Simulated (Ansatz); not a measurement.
# O on Os(0001): change of the work function, part 5 of 5

How does O on the hcp site change the work function of Os(0001) as the layer fills?

Ansatz 0.2.0; plane-wave DFT, PBE-D3(BJ), Ansatz PAW (the session's first sound run).

So far, work function, upper face (eV): step 2 (the clean slab, PBE D3(BJ)) 5.36; step 7 (the 0.25 ML cell at another level of theory, cutoff 1240 eV, functional PBE, PBE norm-conserving) 5.29; step 8 (the 0.25 ML cell at another level of theory, cutoff 420 eV, functional LDA) 5.65; step 9 (the 0.25 ML cell at another level of theory, cutoff 1380 eV, functional PBE, PBE JTH) 5.31; step 11 (a changed input, PBE D3(BJ)) 5.75.

**12. A changed input: basis.ecutwfc = "400 eV"**

System of this step: Os(0001). The cell holds 4 atoms: 4 Os. Its edges and angles: a = 2.740 Å, b = 2.740 Å, c = 24.490 Å, α = 90.0°, β = 90.0°, γ = 60.0°. Vacuum lies along c.

Another changed input: it repeats the earlier run at 0 ML with basis.ecutwfc to 400 eV.

Contents of input.yaml:

```yaml
crystal:
  lattice:
    - [2.74, 0.0, 0.0]
    - [1.37, 2.3729096064, 0.0]
    - [0.0, 0.0, 24.48969]
  atoms:
    - { symbol: Os, position: [0.6666666667, 0.6666666667, 0.3675015894] }
    - { symbol: Os, position: [0.0, 0.0, 0.4558338631] }
    - { symbol: Os, position: [0.6666666667, 0.6666666667, 0.5441661369] }
    - { symbol: Os, position: [0.0, 0.0, 0.6324984106] }
kpoints:
  mp_grid: { grid: [13, 13, 1] }
hamiltonian:
  xc: pbe
  dispersion: d3bj
scf:
  occupations: { method: fermi_dirac, width: 0.1 }
  convergence: { dr2_threshold: 1.0e-08 }
efield:
  axis: 3
  dipole_correction: true
  ramp_position: 0.97
  ramp_width: 0.06
relax:
  f_tol: 0.02
  max_steps: 60
  constraints: [{ sites: [0, 1] }]
output:
  write_potential: true
  write_density: true
  volumetric_format: npy
basis:
  ecutwfc: "400 eV"
```

Started as:

```console
ansatz run input.yaml --threads 4 --pin off --max-ram 12288MiB --backend cpu --events-out ev --progress --plain --runs-dir out
```

Numbers of over 12 decimals in the logs are rounded to 6 here.

The program printed:

```text
Warning: basis.ecutwfc = 400 eV is below the records' recommended 420 eV, and the density's cutoff is lower with it unless basis.ecutrho_ratio is high enough to keep the records' density cutoff: compare with a run at a higher cutoff
[...]
Crystal: 4 atoms, lattice volume = 159.226 Å³
Basis set: ecut = 400 eV, 2953 PW (Γ), exchange–correlation on 36×36×320 points (8 copies of the dense FFT grid, shifted against one another)
Bands: 39, of which v1, the nominal top of the filled ones, is band 32 counted from 1 (31 counted from 0)
Symmetry: 6 space group operations
k-points: 21 of 169 (time reversal used)
[...]
SCF iter   1: F=—  HF=-45537.628936 eV  |F-HF|=—  |Δ(HF+E_count)|=         —  Δρ=6.37e-3  dr2=1.84e-1  ethr=1.77e-3  p=0.000 e·Å  D=6.23e-14 V/Å  ΔV_dip=-0.00 eV  dr2_dipole=4.23e-8  V_vac-E_F(+/−)=5.35/5.35 eV  ⟨swp⟩=8.5  Hψ=4106  notcnv=0
[...]
SCF iter   8: F=-45537.632718 eV  HF=-45537.632718 eV  |F-HF|=6.33e-9  |Δ(HF+E_count)|=   9.62e-8  Δρ=1.46e-6  dr2=3.49e-9  ethr=1.56e-11  p=0.000 e·Å  D=2.70e-8 V/Å  ΔV_dip=-0.00 eV  dr2_dipole=2.74e-14  V_vac-E_F(+/−)=5.40/5.40 eV  ⟨swp⟩=11.4  Hψ=6351  notcnv=0
SCF 1 converged in 8 iterations: F = -45537.632718 eV  dr2 = 3.49e-9
[...]
relax step   1: F+E_penalty+E_count = -45537.63271827 eV  Δ(F+E_penalty+E_count) = +0.000e0 eV  max|allowed force component| = 7.575e-1 eV/Å  Δτ_max = 0.0000 Å  (8 SCF iters, accepted)
[...]
SCF iter   9: F=-45537.594181 eV  HF=-45537.594181 eV  |F-HF|=1.37e-8  |Δ(HF+E_count)|=   1.27e-7  Δρ=9.14e-7  dr2=2.72e-9  ethr=1.56e-11  p=0.003 e·Å  D=3.54e-3 V/Å  ΔV_dip=-0.09 eV  dr2_dipole=4.47e-12  V_vac-E_F(+/−)=5.29/5.38 eV  ⟨swp⟩=11.1  Hψ=6230  notcnv=0
SCF 2 converged in 9 iterations: F = -45537.594181 eV  dr2 = 2.72e-9
[...]
relax step   2: F+E_penalty+E_count = -45537.59418080 eV  Δ(F+E_penalty+E_count) = +3.854e-2 eV  max|allowed force component| = 1.418e0 eV/Å  Δτ_max = 0.1754 Å  (9 SCF iters, rejected (line search))
[...]
SCF iter   8: F=-45537.657076 eV  HF=-45537.657076 eV  |F-HF|=1.53e-8  |Δ(HF+E_count)|=   4.48e-7  Δρ=2.04e-6  dr2=9.81e-9  ethr=1.24e-11  p=0.001 e·Å  D=1.47e-3 V/Å  ΔV_dip=-0.04 eV  dr2_dipole=2.64e-9  V_vac-E_F(+/−)=5.35/5.39 eV  ⟨swp⟩=9.8  Hψ=7009  notcnv=0
SCF 3 converged in 8 iterations: F = -45537.657076 eV  dr2 = 9.81e-9
relax step   3: F+E_penalty+E_count = -45537.65707581 eV  Δ(F+E_penalty+E_count) = -2.436e-2 eV  max|allowed force component| = 1.262e-1 eV/Å  Δτ_max = 0.0734 Å  (8 SCF iters, accepted)
SCF iter   1: F=—  HF=-45537.657804 eV  |F-HF|=—  |Δ(HF+E_count)|=         —  Δρ=5.27e-4  dr2=2.52e-3  ethr=4.69e-5  p=0.001 e·Å  D=1.47e-3 V/Å  ΔV_dip=-0.04 eV  dr2_dipole=7.40e-4  V_vac-E_F(+/−)=5.35/5.39 eV  ⟨swp⟩=2.0  Hψ=1434  notcnv=0
[...]
SCF iter   7: F=-45537.657641 eV  HF=-45537.657641 eV  |F-HF|=7.38e-9  |Δ(HF+E_count)|=   5.31e-8  Δρ=1.15e-6  dr2=4.27e-9  ethr=1.56e-11  p=0.001 e·Å  D=1.26e-3 V/Å  ΔV_dip=-0.03 eV  dr2_dipole=5.83e-10  V_vac-E_F(+/−)=5.36/5.39 eV  ⟨swp⟩=10.9  Hψ=6045  notcnv=0
SCF 4 converged in 7 iterations: F = -45537.657641 eV  dr2 = 4.27e-9
relax step   4: F+E_penalty+E_count = -45537.65764089 eV  Δ(F+E_penalty+E_count) = -5.651e-4 eV  max|allowed force component| = 1.228e-2 eV/Å  Δτ_max = 0.0102 Å  (7 SCF iters, accepted)
[...]
SCF converged after 7 iterations
Free energy (F): -45537.657641 eV
[...]
Internal energy: -45537.540848 eV  (E = F + TS)
E sigma→0 (E₀):  -45537.599245 eV
Entropy (-TS):   -0.116793 eV (-29.198 meV/atom)
Fermi energy:    5.695064 eV
Dipole field:    D = 0.001294 V/Å  (p = 0.001138 e·Å, saw-weighted, corrected)
Work function:   Φ+ = 5.3566 eV   Φ− = 5.3883 eV
[...]
--- Forces (eV/Å), atoms counted from 1 ---
  atom   1  Os     0.00000000    -0.00000000     0.73870716
  atom   2  Os    -0.00000000     0.00000000    -0.72097834
  atom   3  Os     0.00000000    -0.00000000    -0.00546052
  atom   4  Os     0.00000000     0.00000000    -0.01227679
  max |Σ_I F_I| component: 8.50e-6 eV/Å
--- Band table (eV; the first three rows and the last of 21) ---
  k-point 0: bands = [... 28 lower, 3.3451, 3.5037, 3.5037, 4.8719, 4.8719, 5.1123, 6.1171, 6.1348, ... 3 higher]
  k-point 1: bands = [... 28 lower, 3.4961, 3.4970, 3.6709, 4.6071, 4.8117, 5.0103, 5.3940, 6.0685, ... 3 higher]
  k-point 2: bands = [... 28 lower, 3.4805, 3.8287, 4.0401, 4.1655, 4.5540, 4.8923, 5.2980, 5.9494, ... 3 higher]
  k-point 20: bands = [... 28 lower, 3.4518, 4.2395, 5.0743, 6.5489, 6.6172, 6.9058, 7.3304, 7.6156, ... 3 higher]
--- Relaxed structure (4 steps of the walk, 3 accepted, 0 SCFs on fresh bases) ---
  F+E_penalty+E_count = -45537.65764089 eV   max|allowed force component| = 1.228e-2 eV/Å
  atoms:
    - { symbol: Os, position: [0.666667, 0.666667, 0.3675015894] }
    - { symbol: Os, position: [0.0, 0.0, 0.4558338631] }
    - { symbol: Os, position: [0.666667, 0.666667, 0.544115] }
    - { symbol: Os, position: [-1.707722637751705e-18, 0, 0.629917] }
```

Run time: 13 s. Hardware: 4 threads of Arm Neoverse V2, shared host; peak memory 0.42 GiB; 47 s of CPU time.

Step by step:

```csv
step,energy less that of the first step (eV),largest force component (eV/Å)
1,0.0000,0.7575
2,0.0385,1.4178
3,-0.0244,0.1262
4,-0.0249,0.0123
```

Relaxation step 2 was tried and not accepted.

Forces are held to the 6 operations that the run works with; a distortion that breaks them can't arise in this run.

The atoms that moved most (Å):

```csv
atom,dx,dy,dz,length
Os4,0.000,0.000,-0.063,0.063
```

The relaxed structure:

```
Os
1.0
     2.74000    0.00000    0.00000
     1.37000    2.37291    0.00000
     0.00000    0.00000   24.48969
Os
4
Direct
  0.66667 0.66667 0.36750
  0.00000 0.00000 0.45583
  0.66667 0.66667 0.54411
  0.00000 0.00000 0.62992
```

Numbers from this step:

- energy at zero smearing: -45537.5992 eV
- work function, upper face: 5.357 eV
- work function, lower face: 5.388 eV
- dipole along the normal: 0.001138 e·Å
- step between the vacuum levels: -0.03166 eV

```csv
quantity,this run,earlier run,difference
"work function, upper face (eV)",5.357,5.357,1.7e-5
"work function, lower face (eV)",5.388,5.388,-5.5e-5
dipole along the normal (e·Å),0.001138,0.001140,-1.9e-6
```

Nothing in the table moves by 0.01 in its unit (for the dipole 0.5 % and 5e-5 e·Å). The run took 32 SCF cycles against 33.

**13. Summary of results**

| Item | Value |
| --- | --- |
| work function of the clean face | 5.36 eV |
| work function at 0.25 ML | 5.28 eV |
| work function at 0.5 ML | 5.62 eV |
| work function at 1 ML | 5.75 eV |
| dipole per adsorbate at 0.25 ML, positive end outwards | 0.04 D |

At the lowest coverage O changes the work function of Os(0001) by under 0.15 eV, within the error of so thin a slab; the largest change, +0.40 eV, comes at higher coverage. The slab has 4 layers, at the tabulated experimental lattice constant, one starting site was run, and quantum-size effects of a slab this thin can reach one or two tenths of an eV.

[Logs are printed without paths, hosts, clocks, repeated set-up lines and the standing remarks that a program may print on its own settings, such as how far it seeks lower states.]

[Hosts, paths, dates, database ids (printed as entryN), source tags and the programs' standing remarks are cut or masked in the printed files.]

[Maps of the electrostatic potential energy from Ansatz leave out the sawtooth potential of an applied field or a dipole correction, so their vacuum need not be flat; planar profiles and work functions include it.]
